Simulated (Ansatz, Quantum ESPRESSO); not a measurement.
# Conductance against width: vacuum gaps between two Nb(110) faces, part 2 of 4

Aim: how the conductance falls as the barrier grows, for vacuum gaps between two Nb(110) faces.

Quantum ESPRESSO 7.5; plane-wave DFT, PBE, GBRV ultrasoft pseudopotentials; cross-check by Ansatz 0.2.0 with PAW datasets.

So far. Step 2 (Self-consistent run, 4 Å): The run needed 15 iterations to bring the estimated error under 1e-07 Ry; the largest force on any atom, held or free, is 0.36 eV/Å.

## Step 3: Transmission with pwcond.x, 4 Å

Level of this step: transmission by pwcond, lead and junction from one cell; plane-wave DFT, PBE, GBRV ultrasoft pseudopotentials (Quantum ESPRESSO).

prefixt takes both regions from one run: the lead from 0 to bdl, the scattering region from bdl to bds (units of alat). ikind = 1 puts the same lead on both sides. The program's T_tot counts both spins in a run without spin; the tables below give T per spin.

Input file j0.cond.in:

```
&inputcond
  outdir = './out'
  prefixt = 'j0.scf'
  tran_file = 'j0.cond.dat'
  bdl = 1.4142135633
  bds = 11.8114209940
  ikind = 1
  ewind = 4.0
  epsproj = 1e-05
  nz1 = 7
  energy0 = 0.4
  denergy = -0.4
/
21
  0.00000000 0.00000000 0.01562500
  0.00000000 0.12500000 0.03125000
  0.00000000 0.25000000 0.03125000
  0.00000000 0.37500000 0.03125000
  0.00000000 0.50000000 0.01562500
  0.12500000 0.00000000 0.06250000
  0.12500000 0.25000000 0.06250000
  0.12500000 0.37500000 0.06250000
  0.12500000 0.50000000 0.06250000
  0.25000000 0.00000000 0.06250000
  0.25000000 0.12500000 0.03125000
  0.25000000 0.37500000 0.06250000
  0.25000000 0.50000000 0.06250000
  0.25000000 0.62500000 0.03125000
  0.37500000 0.00000000 0.06250000
  0.37500000 0.12500000 0.06250000
  0.37500000 0.50000000 0.06250000
  0.37500000 0.62500000 0.06250000
  0.50000000 0.00000000 0.03125000
  0.50000000 0.12500000 0.06250000
  0.50000000 0.25000000 0.03125000
3
```

Command:

```console
$ OMP_NUM_THREADS=1 mpirun -n 4 pwcond.x -in j0.cond.in > j0.cond.out
```

The log of the run:

```text
[banner, memory and clock lines left out]
Program PWCOND v.7.5 starts

          URL

     ./out/j0.scf.save/

     IMPORTANT: XC functional enforced from input :
     Exchange-correlation= PBE
                           (   1   4   3   4   0   0   0)
     Any further DFT definition will be discarded
     Please, verify this is what you really want

     Check: negative core charge=   -0.000002
     Reading collected, re-writing distributed wavefunctions

===== INPUT FILE containing all the regions =====

     GEOMETRY:

     lattice parameter (alat)  =       6.2739  a.u.
     the volume                =    2062.5192 (a.u.)^3
     the cross section         =      27.8329 (a.u.)^2
     l of the unit cell        =      11.8114 (alat)
     number of atoms/cell      =           16
     number of atomic types    =            1

     crystal axes: (cart. coord. in units of alat)
               a(1) = (  1.0000  0.0000  0.0000 )
               a(2) = (  0.5000  0.7071  0.0000 )
               a(3) = (  0.0000  0.0000 11.8114 )

   Cartesian axes

     site n.     atom                  positions (alat units)
          1        Nb     tau(  1)=(  0.0000  0.0000 11.8114  )
          2        Nb     tau(  2)=(  0.5000  0.0000  0.7071  )
          3        Nb     tau(  3)=(  0.0000  0.0000  1.4142  )
          4        Nb     tau(  4)=(  0.5000  0.0000  2.1213  )
          5        Nb     tau(  5)=(  0.0000  0.0000  2.8284  )
          6        Nb     tau(  6)=(  0.5000  0.0000  3.5355  )
          7        Nb     tau(  7)=(  0.0000  0.0000  4.2426  )
          8        Nb     tau(  8)=(  0.5000  0.0000  4.9497  )
          9        Nb     tau(  9)=(  0.0000  0.0000  6.1546  )
         10        Nb     tau( 10)=(  0.5000  0.0000  6.8617  )
         11        Nb     tau( 11)=(  0.0000  0.0000  7.5688  )
         12        Nb     tau( 12)=(  0.5000  0.0000  8.2759  )
         13        Nb     tau( 13)=(  0.0000  0.0000  8.9830  )
         14        Nb     tau( 14)=(  0.5000  0.0000  9.6901  )
         15        Nb     tau( 15)=(  0.0000  0.0000 10.3972  )
         16        Nb     tau( 16)=(  0.5000  0.0000 11.1043  )

     nr1s                      =           25
     nr2s                      =           24
     nr3s                      =          300
     nr1sx                     =           25
     nr2sx                     =           24
     nr3sx                     =          300
     nr1                       =           30
     nr2                       =           25
     nr3                       =          360
     nr1x                      =           30
     nr2x                      =           25
     nr3x                      =          360

 _______________________________
  Radii of nonlocal spheres:

     type       ibeta     ang. mom.          radius (alat units)
       Nb         1         0                    0.3529
       Nb         2         0                    0.3529
       Nb         3         1                    0.3529
       Nb         4         1                    0.3529
       Nb         5         2                    0.3529
       Nb         6         2                    0.3529
----- General information -----

--- T calc. with identical leads (ikind=1) ---

     nrx                       =           25
     nry                       =           24
     nz1                       =            7

     energy0               =         4.0E-01
     denergy               =        -4.0E-01
     nenergy               =          3
     ecut2d                =         4.0E+01
     ewind                 =         4.0E+00
     epsproj               =         1.0E-05

     number of k_|| points=   21
                       cryst. coord.
        k(    1) = (   0.0000000   0.0000000), wk =   0.0156250
        k(    2) = (   0.0000000   0.1250000), wk =   0.0312500
        k(    3) = (   0.0000000   0.2500000), wk =   0.0312500
        k(    4) = (   0.0000000   0.3750000), wk =   0.0312500
        k(    5) = (   0.0000000   0.5000000), wk =   0.0156250
        k(    6) = (   0.1250000   0.0000000), wk =   0.0625000
        k(    7) = (   0.1250000   0.2500000), wk =   0.0625000
        k(    8) = (   0.1250000   0.3750000), wk =   0.0625000
        k(    9) = (   0.1250000   0.5000000), wk =   0.0625000
        k(   10) = (   0.2500000   0.0000000), wk =   0.0625000
        k(   11) = (   0.2500000   0.1250000), wk =   0.0312500
        k(   12) = (   0.2500000   0.3750000), wk =   0.0625000
        k(   13) = (   0.2500000   0.5000000), wk =   0.0625000
        k(   14) = (   0.2500000   0.6250000), wk =   0.0312500
        k(   15) = (   0.3750000   0.0000000), wk =   0.0625000
        k(   16) = (   0.3750000   0.1250000), wk =   0.0625000
        k(   17) = (   0.3750000   0.5000000), wk =   0.0625000
        k(   18) = (   0.3750000   0.6250000), wk =   0.0625000
        k(   19) = (   0.5000000   0.0000000), wk =   0.0312500
        k(   20) = (   0.5000000   0.1250000), wk =   0.0625000
        k(   21) = (   0.5000000   0.2500000), wk =   0.0312500
----- Information about left/right lead -----

     nocros                   =           18
     noins                    =           18
     norb                     =           54
     norbf                    =          270
     nrz                      =           36

      iorb      type   ibeta   ang. mom.   m       position (alat)
        1        1       1        0        1   taunew(   1)=(  0.0000  0.0000  0.0000)
        2        1       2        0        1   taunew(   2)=(  0.0000  0.0000  0.0000)
        3        1       3        1        1   taunew(   3)=(  0.0000  0.0000  0.0000)
        4        1       3        1        2   taunew(   4)=(  0.0000  0.0000  0.0000)
        5        1       3        1        3   taunew(   5)=(  0.0000  0.0000  0.0000)
        6        1       4        1        1   taunew(   6)=(  0.0000  0.0000  0.0000)
        7        1       4        1        2   taunew(   7)=(  0.0000  0.0000  0.0000)
        8        1       4        1        3   taunew(   8)=(  0.0000  0.0000  0.0000)
        9        1       5        2        1   taunew(   9)=(  0.0000  0.0000  0.0000)
       10        1       5        2        2   taunew(  10)=(  0.0000  0.0000  0.0000)
       11        1       5        2        3   taunew(  11)=(  0.0000  0.0000  0.0000)
       12        1       5        2        4   taunew(  12)=(  0.0000  0.0000  0.0000)
       13        1       5        2        5   taunew(  13)=(  0.0000  0.0000  0.0000)
       14        1       6        2        1   taunew(  14)=(  0.0000  0.0000  0.0000)
       15        1       6        2        2   taunew(  15)=(  0.0000  0.0000  0.0000)
[...]
232        1       6        2        3   taunew( 232)=(  0.0000  0.0000  8.9830)
      233        1       6        2        4   taunew( 233)=(  0.0000  0.0000  8.9830)
      234        1       6        2        5   taunew( 234)=(  0.0000  0.0000  8.9830)
      235        1       1        0        1   taunew( 235)=(  0.5000  0.0000  9.6901)
      236        1       2        0        1   taunew( 236)=(  0.5000  0.0000  9.6901)
      237        1       3        1        1   taunew( 237)=(  0.5000  0.0000  9.6901)
      238        1       3        1        2   taunew( 238)=(  0.5000  0.0000  9.6901)
      239        1       3        1        3   taunew( 239)=(  0.5000  0.0000  9.6901)
      240        1       4        1        1   taunew( 240)=(  0.5000  0.0000  9.6901)
      241        1       4        1        2   taunew( 241)=(  0.5000  0.0000  9.6901)
      242        1       4        1        3   taunew( 242)=(  0.5000  0.0000  9.6901)
      243        1       5        2        1   taunew( 243)=(  0.5000  0.0000  9.6901)
      244        1       5        2        2   taunew( 244)=(  0.5000  0.0000  9.6901)
      245        1       5        2        3   taunew( 245)=(  0.5000  0.0000  9.6901)
      246        1       5        2        4   taunew( 246)=(  0.5000  0.0000  9.6901)
      247        1       5        2        5   taunew( 247)=(  0.5000  0.0000  9.6901)
      248        1       6        2        1   taunew( 248)=(  0.5000  0.0000  9.6901)
      249        1       6        2        2   taunew( 249)=(  0.5000  0.0000  9.6901)
      250        1       6        2        3   taunew( 250)=(  0.5000  0.0000  9.6901)
      251        1       6        2        4   taunew( 251)=(  0.5000  0.0000  9.6901)
      252        1       6        2        5   taunew( 252)=(  0.5000  0.0000  9.6901)
      253        1       1        0        1   taunew( 253)=(  0.0000  0.0000 10.3972)
      254        1       2        0        1   taunew( 254)=(  0.0000  0.0000 10.3972)
      255        1       3        1        1   taunew( 255)=(  0.0000  0.0000 10.3972)
      256        1       3        1        2   taunew( 256)=(  0.0000  0.0000 10.3972)
      257        1       3        1        3   taunew( 257)=(  0.0000  0.0000 10.3972)
      258        1       4        1        1   taunew( 258)=(  0.0000  0.0000 10.3972)
      259        1       4        1        2   taunew( 259)=(  0.0000  0.0000 10.3972)
      260        1       4        1        3   taunew( 260)=(  0.0000  0.0000 10.3972)
      261        1       5        2        1   taunew( 261)=(  0.0000  0.0000 10.3972)
      262        1       5        2        2   taunew( 262)=(  0.0000  0.0000 10.3972)
      263        1       5        2        3   taunew( 263)=(  0.0000  0.0000 10.3972)
      264        1       5        2        4   taunew( 264)=(  0.0000  0.0000 10.3972)
      265        1       5        2        5   taunew( 265)=(  0.0000  0.0000 10.3972)
      266        1       6        2        1   taunew( 266)=(  0.0000  0.0000 10.3972)
      267        1       6        2        2   taunew( 267)=(  0.0000  0.0000 10.3972)
      268        1       6        2        3   taunew( 268)=(  0.0000  0.0000 10.3972)
      269        1       6        2        4   taunew( 269)=(  0.0000  0.0000 10.3972)
      270        1       6        2        5   taunew( 270)=(  0.0000  0.0000 10.3972)
 ngper, shell number =           91          23
 ngper, n2d =           91          78
---  E-Ef =    0.4000000  k =    0.0000000   0.0000000
---  ie =          1  ik =          1
 Nchannels of the left tip =            2
 Right moving states:
   k1(2pi/a)   k2(2pi/a)   E-Ef (eV)
   0.0523688   0.0000015   0.4000000
  -0.3311884   0.0000032   0.4000000
 Left moving states:
   k1(2pi/a)   k2(2pi/a)   E-Ef (eV)
  -0.0523688   0.0000015   0.4000000
   0.3311885   0.0000032   0.4000000

 to transmit
 Band j to band i transmissions and reflections:
    j         i     |T_ij|^2    |R_ij|^2

    1 -->     1     0.00023     0.99977
    1 -->     2     0.00000     0.00000
   Total T_j, R_j =    0.00023  0.99977

    2 -->     1     0.00000     0.00000
    2 -->     2     0.65374     0.34626
   Total T_j, R_j =    0.65374  0.34626

E-Ef(ev), T(x2 spins) =    0.4000000   1.3079409
---  E-Ef =    0.0000000  k =    0.0000000   0.0000000
---  ie =          2  ik =          1
 Nchannels of the left tip =            3
 Right moving states:
   k1(2pi/a)   k2(2pi/a)   E-Ef (eV)
  -0.2543291   0.0000003   0.0000000
  -0.3987668  -0.0000046   0.0000000
  -0.4266123   0.0000059   0.0000000
 Left moving states:
   k1(2pi/a)   k2(2pi/a)   E-Ef (eV)
   0.2543291   0.0000003   0.0000000
   0.3987663  -0.0000046   0.0000000
   0.4266128   0.0000059   0.0000000

 to transmit
 Band j to band i transmissions and reflections:
    j         i     |T_ij|^2    |R_ij|^2

    1 -->     1     0.00050     0.99950
    1 -->     2     0.00000     0.00000
    1 -->     3     0.00000     0.00000
   Total T_j, R_j =    0.00050  0.99950

    2 -->     1     0.00000     0.00000
    2 -->     2     0.03344     0.36027
    2 -->     3     0.10197     0.50432
   Total T_j, R_j =    0.13541  0.86459

    3 -->     1     0.00000     0.00000
    3 -->     2     0.10701     0.50456
    3 -->     3     0.26070     0.12773
   Total T_j, R_j =    0.36771  0.63229

E-Ef(ev), T(x2 spins) =    0.0000000   1.0072444
---  E-Ef =   -0.4000000  k =    0.0000000   0.0000000
---  ie =          3  ik =          1
 Nchannels of the left tip =            1
 Right moving states:
   k1(2pi/a)   k2(2pi/a)   E-Ef (eV)
  -0.3905566   0.0000003  -0.4000000
 Left moving states:
   k1(2pi/a)   k2(2pi/a)   E-Ef (eV)
   0.3905566   0.0000003  -0.4000000

 to transmit
 Band j to band i transmissions and reflections:
    j         i     |T_ij|^2    |R_ij|^2

    1 -->     1     0.00128     0.99872
   Total T_j, R_j =    0.00128  0.99872

E-Ef(ev), T(x2 spins) =   -0.4000000   0.0025520
 ngper, shell number =           93          50
 ngper, n2d =           93          93
[... further energies and points left out ...]
---  E-Ef =    0.4000000  k =    0.5000000   0.2500000
---  ie =          1  ik =         21
 Nchannels of the left tip =            1
 Right moving states:
   k1(2pi/a)   k2(2pi/a)   E-Ef (eV)
  -0.1643985  -0.0000014   0.4000000
 Left moving states:
   k1(2pi/a)   k2(2pi/a)   E-Ef (eV)
   0.1643985  -0.0000014   0.4000000

 to transmit
 Band j to band i transmissions and reflections:
    j         i     |T_ij|^2    |R_ij|^2

    1 -->     1     0.26256     0.73744
   Total T_j, R_j =    0.26256  0.73744

E-Ef(ev), T(x2 spins) =    0.4000000   0.5251122
---  E-Ef =    0.0000000  k =    0.5000000   0.2500000
---  ie =          2  ik =         21
 Nchannels of the left tip =            1
 Right moving states:
   k1(2pi/a)   k2(2pi/a)   E-Ef (eV)
  -0.2710844  -0.0000030   0.0000000
 Left moving states:
   k1(2pi/a)   k2(2pi/a)   E-Ef (eV)
   0.2710844  -0.0000030   0.0000000

 to transmit
 Band j to band i transmissions and reflections:
    j         i     |T_ij|^2    |R_ij|^2

    1 -->     1     0.51361     0.48639
   Total T_j, R_j =    0.51361  0.48639

E-Ef(ev), T(x2 spins) =    0.0000000   1.0272233
---  E-Ef =   -0.4000000  k =    0.5000000   0.2500000
---  ie =          3  ik =         21
 Nchannels of the left tip =            1
 Right moving states:
   k1(2pi/a)   k2(2pi/a)   E-Ef (eV)
   0.3778959   0.0000055  -0.4000000
 Left moving states:
   k1(2pi/a)   k2(2pi/a)   E-Ef (eV)
  -0.3778956   0.0000055  -0.4000000

 to transmit
 Band j to band i transmissions and reflections:
    j         i     |T_ij|^2    |R_ij|^2

    1 -->     1     0.60667     0.39333
   Total T_j, R_j =    0.60667  0.39333

E-Ef(ev), T(x2 spins) =   -0.4000000   1.2133479
   T_tot     0.40000      0.90721E+00
   T_tot     0.00000      0.92363E+00
   T_tot    -0.40000      0.67657E+00

Note: The following floating-point exceptions are signalling: IEEE_UNDERFLOW_FLAG
Note: The following floating-point exceptions are signalling: IEEE_UNDERFLOW_FLAG
Note: The following floating-point exceptions are signalling: IEEE_UNDERFLOW_FLAG
Note: The following floating-point exceptions are signalling: IEEE_UNDERFLOW_FLAG
```

Wall time 2 min (4 MPI ranks of Arm Neoverse V1, shared host); peak memory 0.31 GiB; 8 min of CPU time.

Read from the output:

- lead channels at the Fermi level, one spin: 1.641
- transmission at the Fermi level, one spin: 0.4618
- conductance: 0.4618 G₀

Per spin; mean over the k mesh across the current. Open channels, zone mean against energy, zero at the Fermi level:

```csv
energy (eV),"open channels, zone mean"
-0.400,1.89
0.000,1.64
0.400,1.09
```

Per spin; mean over the k mesh across the current. Table of transmission, zone mean by energy, zero at the Fermi level:

```csv
energy (eV),"transmission, zone mean"
-0.400,0.338
0.000,0.462
0.400,0.454
```

At 0.000 eV; k in fractions of b1, b2. Transmission by k point:

```csv
k1,k2,weight,t,channels
0,0,0.01562,0.5036,3
0,0.125,0.03125,0.1639,3
0,0.25,0.03125,0.00435,1
0,0.375,0.03125,0.5634,2
0,0.5,0.01562,0.1391,2
0.125,0,0.0625,0.6459,3
0.125,0.25,0.0625,0.365,2
0.125,0.375,0.0625,0.5577,1
0.125,0.5,0.0625,0.1542,2
0.25,0,0.0625,0,0
0.25,0.125,0.03125,0.8092,3
0.25,0.375,0.0625,0,0
0.25,0.5,0.0625,0.6145,1
0.25,0.625,0.03125,0.3429,2
0.375,0,0.0625,0.9274,2
0.375,0.125,0.0625,0.1629,1
0.375,0.5,0.0625,0.7004,2
0.375,0.625,0.0625,0.6968,1
0.5,0,0.03125,0.7219,2
0.5,0.125,0.0625,0.8441,3
0.5,0.25,0.03125,0.5136,1
```

The run is unpolarised; a magnetic state was not tried, may lie lower and would change T.

[end of part 2 of 4]

[Logs are printed without paths, hosts, clocks, repeated set-up lines and the standing remarks that a program may print on its own settings, such as how far it seeks lower states.]

[Hosts, paths, dates, database ids (printed as entryN), source tags and the programs' standing remarks are cut or masked in the printed files.]

[Maps of the electrostatic potential energy from Ansatz leave out the sawtooth potential of an applied field or a dipole correction, so their vacuum need not be flat; planar profiles and work functions include it.]
